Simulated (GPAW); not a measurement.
# Conductance along a series: an Os chain with one atom pushed aside at constant bond length

How does transport respond as one structural variable is stepped? The junctions: an Os chain with one atom pushed aside at constant bond length.

Method: GPAW LCAO, PAW setups; Landauer transmission from Green's functions with principal layers (ASE), zero bias, in GPAW 26.7.0.

## Step 1: Set-up

The cell holds 15 atoms: 15 Os. Cell: a = 9.000 Å, b = 9.000 Å, c = 34.160 Å, α = 90.0°, β = 90.0°, γ = 90.0°. Regions: left lead, 7 atoms (7 Os); channel, 1 atom (1 Os); right lead, 7 atoms (7 Os). Vacuum lies along a and b. The structure is stacked along c, and the current runs across the ab planes.

## Step 2: Member of the series, offset 0.3 Å

The structure changes from member to member while basis and functional stay, so that the trend is less open to errors of the level than any single value.

The input, run.py:

```python
import json
import numpy as np
from ase import Atoms
from ase.transport.calculators import TransportCalculator
from gpaw import GPAW, FermiDirac
from gpaw.lcao.tools import get_lcao_hamiltonian
from scipy.linalg import eigh

# The junction with lead layers at both ends, along the third cell vector
device = Atoms(
    ['Os', 'Os', 'Os', 'Os', 'Os', 'Os', 'Os', 'Os', 'Os', 'Os', 'Os', 'Os', 'Os', 'Os', 'Os'],
    positions=[
        [4.50000, 4.50000, 1.14000],
        [4.50000, 4.50000, 3.42000],
        [4.50000, 4.50000, 5.70000],
        [4.50000, 4.50000, 7.98000],
        [4.50000, 4.50000, 10.26000],
        [4.50000, 4.50000, 12.54000],
        [4.50000, 4.50000, 14.82000],
        [4.80000, 4.50000, 17.08018],
        [4.50000, 4.50000, 19.34035],
        [4.50000, 4.50000, 21.62035],
        [4.50000, 4.50000, 23.90035],
        [4.50000, 4.50000, 26.18035],
        [4.50000, 4.50000, 28.46035],
        [4.50000, 4.50000, 30.74035],
        [4.50000, 4.50000, 33.02035]],
    cell=[[9.0, 0.0, 0.0], [0.0, 9.0, 0.0], [0.0, 0.0, 34.16035]],
    pbc=True)

# One principal layer of the lead: the first 5 atoms of the device
lead = Atoms(
    ['Os', 'Os', 'Os', 'Os', 'Os'],
    positions=[
        [4.50000, 4.50000, 1.14000],
        [4.50000, 4.50000, 3.42000],
        [4.50000, 4.50000, 5.70000],
        [4.50000, 4.50000, 7.98000],
        [4.50000, 4.50000, 10.26000]],
    cell=[[9.0, 0.0, 0.0], [0.0, 9.0, 0.0], [0.0, 0.0, 11.4]],
    pbc=True)

settings = dict(mode='lcao', basis='dzp', xc='PBE', h=0.2,
                occupations=FermiDirac(0.1), maxiter=250,
                mixer=dict(beta=0.1, nmaxold=8, weight=100.0),
                convergence=dict(density=0.0001))
energies = np.arange(-2, 2 + 1e-9, 0.05)
eta = 0.0001
n1, n2 = 1, 1
# k and -k transmit alike, so half of the mesh across the current serves
mesh = [(i, j) for i in range(n1) for j in range(n2) if (i, j) <= (-i % n1, -j % n2)]
weights = np.array([1 if (i, j) == (-i % n1, -j % n2) else 2 for i, j in mesh]) / (n1 * n2)

# [... helper functions left out ...]
fermi_lead = ground_state(lead, (1, 1, 10), 'lead.txt')
fermi_device = ground_state(device, (1, 1, 3), 'device.txt')
# [... loop over the mesh left out, but for ...]
        # Shift the lead onto the potential of the device's first layer
        shift = ((H[:, 0, 0] - H0[:, 0, 0]) / S0[0, 0]).real.mean()
# [...]
kT = 8.617333e-5 * 300
bias = [0.1, 0.2, 0.5, 1.0, 1.5, 2.0]
# [... integrals and printing left out ...]
```

Launch:

```bash
$ OMP_NUM_THREADS=1 OPENBLAS_NUM_THREADS=1 python run.py
```

Output:

```text
basis functions: device 405, principal layer 135
Fermi level: lead -3.4536 eV, device -3.4525 eV; lead shifted by 0.0059 eV
largest coupling past the next layer 1.09e-06 eV, largest misfit of the first layer 0.032 eV
  E-E_F (eV)   T (one spin)  [channel counts left out]
    -2.000    3.9814e+00
    -1.950    3.9849e+00
    -1.900    3.9876e+00
    -1.850    3.9896e+00
    -1.800    3.9909e+00
    -1.750    3.9918e+00
    -1.700    3.9923e+00
    -1.650    3.9924e+00
    -1.600    3.9923e+00
    -1.550    3.9920e+00
    -1.500    3.9913e+00
    -1.450    3.9899e+00
    -1.400    3.9871e+00
    -1.350    3.9783e+00
    -1.300    5.2370e+00
    -1.250    5.6306e+00
[...]
1.650    2.9600e+00
     1.700    2.9628e+00
     1.750    2.9653e+00
     1.800    2.9676e+00
     1.850    2.9698e+00
     1.900    2.9721e+00
     1.950    2.9746e+00
     2.000    2.9772e+00
conductance at 300 K: 5.8984 G0 a cell; thermopower 0.4524 uV/K
current from the zero-bias T(E) at 0.1 V: 45.696 uA
current from the zero-bias T(E) at 0.2 V: 91.359 uA
current from the zero-bias T(E) at 0.5 V: 227.55 uA
current from the zero-bias T(E) at 1.0 V: 437.11 uA
current from the zero-bias T(E) at 1.5 V: 628.76 uA
current from the zero-bias T(E) at 2.0 V: 820.3 uA
```

Wall time 3 min (1 thread of Arm Neoverse V1, shared host); peak memory 1.3 GiB.

This step gave:

```yaml
conductance: 5.898 G₀
largest_coupling_past_the_next_principal_layer: 1.09e-6 eV
largest_misfit_of_the_first_principal_layer: 0.03156 eV
shift_that_aligns_the_lead: 0.005928 eV
basis_functions_of_the_junction: 405
basis_functions_of_a_principal_layer: 135
transmission_at_the_fermi_level_one_spin: 5.900
```

One spin. Table of transmission, zone mean by energy, zero at the Fermi level:

energy (eV), transmission, zone mean and a bar from the least value:
```
    -2.00       3.98 ###########
    -1.90       3.99 ###########
    -1.80       3.99 ###########
    -1.70       3.99 ###########
    -1.55       3.99 ###########
    -1.45       3.99 ###########
    -1.35       3.98 ##########
    -1.25       5.63 ###########################
    -1.15       5.89 #############################
    -1.05       5.95 ##############################
    -0.90       5.98 ##############################
    -0.80       5.98 ##############################
    -0.75       5.98 ##############################
    -0.70       5.98 ##############################
    -0.60       5.98 ##############################
    -0.50       5.97 ##############################
    -0.40       5.97 ##############################
    -0.25       5.95 ##############################
    -0.15       5.94 ##############################
    -0.05       5.92 #############################
     0.00       5.90 #############################
     0.05       5.88 #############################
     0.15       5.82 ############################
     0.25       5.69 ###########################
     0.40       4.91 ####################
     0.50       3.86 #########
     0.60       3.93 ##########
     0.70       3.93 ##########
     0.80       3.93 ##########
     0.90       3.91 ##########
     1.05       3.86 #########
     1.15       3.78 #########
     1.25       3.42 #####
     1.35       2.90 
     1.45       2.94 
     1.55       2.95 
     1.70       2.96 #
     1.80       2.97 #
     1.90       2.97 #
     2.00       2.98 #
```

Not self-consistent under bias; the bias window is split evenly. Table of current through one cell, from the zero-bias transmission by bias:

| bias (V) | current through one cell, from the zero-bias transmission (mA) |
| --- | --- |
| 0.100 | 0.0457 |
| 0.200 | 0.0914 |
| 0.500 | 0.228 |
| 1.000 | 0.437 |
| 1.500 | 0.629 |
| 2.000 | 0.820 |

Transmission of the three most open eigenchannels against energy, zero at the Fermi level:

| energy (eV) | channel 1 | channel 2 | channel 3 |
| --- | --- | --- | --- |
| -2.00 | 0.999 | 0.998 | 0.997 |
| -1.85 | 0.999 | 0.998 | 0.998 |
| -1.70 | 0.999 | 0.998 | 0.998 |
| -1.60 | 0.999 | 0.998 | 0.998 |
| -1.45 | 0.999 | 0.998 | 0.996 |
| -1.30 | 0.999 | 0.998 | 0.969 |
| -1.15 | 0.999 | 0.998 | 0.998 |
| -1.05 | 0.999 | 0.998 | 0.998 |
| -0.90 | 0.999 | 0.998 | 0.998 |
| -0.75 | 0.999 | 0.998 | 0.998 |
| -0.60 | 0.999 | 0.998 | 0.998 |
| -0.50 | 0.999 | 0.998 | 0.998 |
| -0.35 | 0.999 | 0.998 | 0.998 |
| -0.20 | 0.999 | 0.998 | 0.998 |
| -0.05 | 0.999 | 0.998 | 0.997 |
| 0.00 | 0.999 | 0.998 | 0.997 |
| 0.05 | 0.999 | 0.998 | 0.997 |
| 0.20 | 0.999 | 0.998 | 0.989 |
| 0.35 | 0.999 | 0.997 | 0.955 |
| 0.50 | 0.999 | 0.993 | 0.933 |
| 0.60 | 0.999 | 0.988 | 0.972 |
| 0.75 | 0.999 | 0.985 | 0.978 |
| 0.90 | 0.999 | 0.990 | 0.966 |
| 1.05 | 0.999 | 0.992 | 0.951 |
| 1.15 | 0.999 | 0.994 | 0.924 |
| 1.30 | 0.999 | 0.995 | 0.827 |
| 1.45 | 0.999 | 0.996 | 0.944 |
| 1.60 | 0.999 | 0.996 | 0.961 |
| 1.70 | 0.999 | 0.996 | 0.968 |
| 1.85 | 0.999 | 0.996 | 0.975 |
| 2.00 | 0.999 | 0.996 | 0.982 |

Couplings past the next layer reach 1.1e-6 eV, small enough to drop; the matrix elements of the cell's first layer differ from the bulk lead's by up to 0.032 eV. That layer keeps its own values in the calculation, and only beyond it is the lead taken as perfect. The Fermi levels of lead and junction count from different zeros of potential, one for each periodic cell; with both set to zero, the small remaining shift is what aligns them. Without spin-orbit coupling, which is large for these atoms, channel counts and T are those of the scalar-relativistic bands. By hand: G = 5.898 × 77.48 μS = 457 μS, a resistance of 2.19 kΩ; at 0.1 V a linear junction would pass 45.7 μA, and the integral over the bias window gives 45.7 μA.

## Step 3: Junction: offset = 0.6

The cell differs from the one that the last finished run ended in (c 34.160 → 34.039 Å).

run.py, as its differences from that of step 2:

```diff
@@ -19,11 +19,11 @@
         [4.50000, 4.50000, 14.82000],
-        [4.80000, 4.50000, 17.08018],
-        [4.50000, 4.50000, 19.34035],
-        [4.50000, 4.50000, 21.62035],
-        [4.50000, 4.50000, 23.90035],
-        [4.50000, 4.50000, 26.18035],
-        [4.50000, 4.50000, 28.46035],
-        [4.50000, 4.50000, 30.74035],
-        [4.50000, 4.50000, 33.02035]],
-    cell=[[9.0, 0.0, 0.0], [0.0, 9.0, 0.0], [0.0, 0.0, 34.16035]],
+        [5.10000, 4.50000, 17.01964],
+        [4.50000, 4.50000, 19.21927],
+        [4.50000, 4.50000, 21.49927],
+        [4.50000, 4.50000, 23.77927],
+        [4.50000, 4.50000, 26.05927],
+        [4.50000, 4.50000, 28.33927],
+        [4.50000, 4.50000, 30.61927],
+        [4.50000, 4.50000, 32.89927]],
+    cell=[[9.0, 0.0, 0.0], [0.0, 9.0, 0.0], [0.0, 0.0, 34.03927]],
     pbc=True)
```

Output:

```text
basis functions: device 405, principal layer 135
Fermi level: lead -3.4536 eV, device -3.4384 eV; lead shifted by 0.0017 eV
largest coupling past the next layer 1.09e-06 eV, largest misfit of the first layer 0.030 eV
  E-E_F (eV)   T (one spin)  [channel counts left out]
    -2.000    3.9055e+00
    -1.950    3.9226e+00
    -1.900    3.9355e+00
    -1.850    3.9446e+00
    -1.800    3.9503e+00
    -1.750    3.9530e+00
    -1.700    3.9531e+00
    -1.650    3.9511e+00
    -1.600    3.9471e+00
    -1.550    3.9410e+00
    -1.500    3.9324e+00
    -1.450    3.9199e+00
    -1.400    3.9003e+00
    -1.350    3.8608e+00
    -1.300    4.1305e+00
    -1.250    4.6633e+00
[...]
1.650    2.6382e+00
     1.700    2.6618e+00
     1.750    2.6850e+00
     1.800    2.7082e+00
     1.850    2.7315e+00
     1.900    2.7551e+00
     1.950    2.7791e+00
     2.000    2.8035e+00
conductance at 300 K: 5.3729 G0 a cell; thermopower 1.815 uV/K
current from the zero-bias T(E) at 0.1 V: 41.619 uA
current from the zero-bias T(E) at 0.2 V: 83.171 uA
current from the zero-bias T(E) at 0.5 V: 206.53 uA
current from the zero-bias T(E) at 1.0 V: 396.16 uA
current from the zero-bias T(E) at 1.5 V: 575.74 uA
current from the zero-bias T(E) at 2.0 V: 754.47 uA
```

It took 3.1 min on 1 thread; peak memory 1.3 GiB.

Numbers from this step:

| Property | Result |
| --- | --- |
| conductance | 5.373 G₀ |
| largest misfit of the first principal layer | 0.02993 eV |
| shift that aligns the lead | 0.001691 eV |
| transmission at the Fermi level (one spin) | 5.377 |

One spin. Transmission, zone mean against energy, zero at the Fermi level:

| energy (eV) | transmission, zone mean |
| --- | --- |
| -2.000 | 3.91 |
| -1.800 | 3.95 |
| -1.600 | 3.95 |
| -1.400 | 3.90 |
| -1.200 | 5.02 |
| -1.000 | 5.61 |
| -0.800 | 5.78 |
| -0.700 | 5.80 |
| -0.600 | 5.79 |
| -0.400 | 5.69 |
| -0.200 | 5.58 |
| 0.000 | 5.38 |
| 0.200 | 5.02 |
| 0.400 | 4.06 |
| 0.600 | 3.50 |
| 0.750 | 3.55 |
| 0.800 | 3.54 |
| 1.000 | 3.42 |
| 1.200 | 3.02 |
| 1.400 | 2.50 |
| 1.600 | 2.61 |
| 1.800 | 2.71 |
| 2.000 | 2.80 |

Not self-consistent under bias; the bias window is split evenly. Current through one cell, from the zero-bias transmission against bias:

| bias (V) | current through one cell, from the zero-bias transmission (mA) |
| --- | --- |
| 0.100 | 0.0416 |
| 0.200 | 0.0832 |
| 0.500 | 0.207 |
| 1.000 | 0.396 |
| 1.500 | 0.576 |
| 2.000 | 0.754 |

Table of transmission of the three most open eigenchannels by energy, zero at the Fermi level:

| energy (eV) | channel 1 | channel 2 | channel 3 |
| --- | --- | --- | --- |
| -2.00 | 0.999 | 0.988 | 0.972 |
| -1.85 | 0.999 | 0.987 | 0.984 |
| -1.70 | 0.999 | 0.996 | 0.986 |
| -1.60 | 0.999 | 0.997 | 0.985 |
| -1.45 | 0.998 | 0.995 | 0.983 |
| -1.30 | 0.998 | 0.996 | 0.987 |
| -1.15 | 0.998 | 0.995 | 0.988 |
| -1.05 | 0.998 | 0.993 | 0.990 |
| -0.90 | 0.997 | 0.996 | 0.980 |
| -0.75 | 0.996 | 0.996 | 0.981 |
| -0.60 | 0.997 | 0.995 | 0.994 |
| -0.50 | 0.997 | 0.997 | 0.992 |
| -0.35 | 0.998 | 0.997 | 0.994 |
| -0.20 | 0.998 | 0.997 | 0.996 |
| -0.05 | 0.998 | 0.997 | 0.996 |
| 0.00 | 0.998 | 0.997 | 0.996 |
| 0.05 | 0.998 | 0.997 | 0.996 |
| 0.20 | 0.998 | 0.997 | 0.993 |
| 0.35 | 0.998 | 0.987 | 0.983 |
| 0.50 | 0.999 | 0.940 | 0.765 |
| 0.60 | 0.999 | 0.913 | 0.819 |
| 0.75 | 0.999 | 0.863 | 0.859 |
| 0.90 | 0.999 | 0.890 | 0.836 |
| 1.05 | 0.999 | 0.910 | 0.812 |
| 1.15 | 0.999 | 0.921 | 0.766 |
| 1.30 | 0.999 | 0.933 | 0.450 |
| 1.45 | 0.999 | 0.943 | 0.588 |
| 1.60 | 0.999 | 0.950 | 0.665 |
| 1.70 | 0.999 | 0.953 | 0.709 |
| 1.85 | 0.999 | 0.958 | 0.774 |
| 2.00 | 0.999 | 0.964 | 0.840 |

The conductance, 5.37 G₀, lies 8.9 % below that of the member before.

## Step 4: Member of the series: offset = 0.9

The cell differs from the one that the last finished run ended in (c 34.039 → 33.830 Å).

run.py, as its differences from that of step 3:

```diff
@@ -19,11 +19,11 @@
         [4.50000, 4.50000, 14.82000],
-        [5.10000, 4.50000, 17.01964],
-        [4.50000, 4.50000, 19.21927],
-        [4.50000, 4.50000, 21.49927],
-        [4.50000, 4.50000, 23.77927],
-        [4.50000, 4.50000, 26.05927],
-        [4.50000, 4.50000, 28.33927],
-        [4.50000, 4.50000, 30.61927],
-        [4.50000, 4.50000, 32.89927]],
-    cell=[[9.0, 0.0, 0.0], [0.0, 9.0, 0.0], [0.0, 0.0, 34.03927]],
+        [5.40000, 4.50000, 16.91485],
+        [4.50000, 4.50000, 19.00970],
+        [4.50000, 4.50000, 21.28970],
+        [4.50000, 4.50000, 23.56970],
+        [4.50000, 4.50000, 25.84970],
+        [4.50000, 4.50000, 28.12970],
+        [4.50000, 4.50000, 30.40970],
+        [4.50000, 4.50000, 32.68970]],
+    cell=[[9.0, 0.0, 0.0], [0.0, 9.0, 0.0], [0.0, 0.0, 33.8297]],
     pbc=True)
```

Output:

```text
basis functions: device 405, principal layer 135
Fermi level: lead -3.4536 eV, device -3.4106 eV; lead shifted by 0.0032 eV
largest coupling past the next layer 1.09e-06 eV, largest misfit of the first layer 0.036 eV
  E-E_F (eV)   T (one spin)  [channel counts left out]
    -2.000    3.6762e+00
    -1.950    3.6952e+00
    -1.900    3.7064e+00
[...]
1.950    2.4110e+00
     2.000    2.4682e+00
conductance at 300 K: 4.5463 G0 a cell; thermopower 2.129 uV/K
current from the zero-bias T(E) at 0.1 V: 35.216 uA
current from the zero-bias T(E) at 0.2 V: 70.375 uA
current from the zero-bias T(E) at 0.5 V: 174.89 uA
current from the zero-bias T(E) at 1.0 V: 338.92 uA
current from the zero-bias T(E) at 1.5 V: 491.06 uA
current from the zero-bias T(E) at 2.0 V: 636.48 uA
```

Wall time 2.9 min (1 thread); peak memory 1.3 GiB.

The conductance, 4.55 G₀, lies 15 % below that of the member before.

## Step 5: Junction: offset = 1.2

The cell differs from the one that the last finished run ended in (c 33.830 → 33.517 Å).

run.py, as its differences from that of step 4:

```diff
@@ -19,11 +19,11 @@
         [4.50000, 4.50000, 14.82000],
-        [5.40000, 4.50000, 16.91485],
-        [4.50000, 4.50000, 19.00970],
-        [4.50000, 4.50000, 21.28970],
-        [4.50000, 4.50000, 23.56970],
-        [4.50000, 4.50000, 25.84970],
-        [4.50000, 4.50000, 28.12970],
-        [4.50000, 4.50000, 30.40970],
-        [4.50000, 4.50000, 32.68970]],
-    cell=[[9.0, 0.0, 0.0], [0.0, 9.0, 0.0], [0.0, 0.0, 33.8297]],
+        [5.70000, 4.50000, 16.75866],
+        [4.50000, 4.50000, 18.69732],
+        [4.50000, 4.50000, 20.97732],
+        [4.50000, 4.50000, 23.25732],
+        [4.50000, 4.50000, 25.53732],
+        [4.50000, 4.50000, 27.81732],
+        [4.50000, 4.50000, 30.09732],
+        [4.50000, 4.50000, 32.37732]],
+    cell=[[9.0, 0.0, 0.0], [0.0, 9.0, 0.0], [0.0, 0.0, 33.51732]],
     pbc=True)
```

Output:

```text
basis functions: device 405, principal layer 135
Fermi level: lead -3.4536 eV, device -3.3680 eV; lead shifted by 0.0089 eV
largest coupling past the next layer 1.09e-06 eV, largest misfit of the first layer 0.071 eV
  E-E_F (eV)   T (one spin)  [channel counts left out]
    -2.000    2.9572e+00
    -1.950    2.9354e+00
    -1.900    2.9047e+00
[...]
1.950    1.9097e+00
     2.000    1.9843e+00
conductance at 300 K: 3.7768 G0 a cell; thermopower 1.839 uV/K
current from the zero-bias T(E) at 0.1 V: 29.25 uA
current from the zero-bias T(E) at 0.2 V: 58.421 uA
current from the zero-bias T(E) at 0.5 V: 144.73 uA
current from the zero-bias T(E) at 1.0 V: 279.08 uA
current from the zero-bias T(E) at 1.5 V: 397.56 uA
current from the zero-bias T(E) at 2.0 V: 504.39 uA
```

Elapsed: 3.1 min, on 1 thread; peak memory 1.3 GiB.

One spin. Transmission, zone mean against energy, zero at the Fermi level:

energy (eV), transmission, zone mean and a bar from the least value:
```
    -2.00       2.96 ###################
    -1.90       2.90 ##################
    -1.80       2.82 #################
    -1.70       2.70 ################
    -1.55       2.48 #############
    -1.45       2.34 ############
    -1.35       2.24 ##########
    -1.25       3.04 ####################
    -1.15       3.42 ########################
    -1.05       3.55 ##########################
    -0.90       3.74 ############################
    -0.80       3.83 #############################
    -0.70       3.89 #############################
    -0.60       3.93 ##############################
    -0.50       3.94 ##############################
    -0.45       3.94 ##############################
    -0.40       3.94 ##############################
    -0.25       3.92 ##############################
    -0.15       3.88 #############################
    -0.05       3.82 #############################
     0.00       3.78 ############################
     0.05       3.73 ############################
     0.15       3.59 ##########################
     0.25       3.40 ########################
     0.40       2.95 ###################
     0.50       2.52 ##############
     0.60       2.25 ###########
     0.70       2.03 ########
     0.80       1.85 ######
     0.90       1.72 ####
     1.05       1.59 ###
     1.15       1.53 ##
     1.25       1.45 #
     1.35       1.33 
     1.45       1.37 
     1.55       1.44 #
     1.70       1.58 ###
     1.80       1.70 ####
     1.90       1.84 ######
     2.00       1.98 ########
```

The conductance, 3.78 G₀, lies 17 % below that of the member before.

(Continued in part 2 of 2.)

[Logs are printed without paths, hosts, clocks, repeated set-up lines and the standing remarks that a program may print on its own settings, such as how far it seeks lower states.]

[Hosts, paths, dates, database ids (printed as entryN), source tags and the programs' standing remarks are cut or masked in the printed files.]
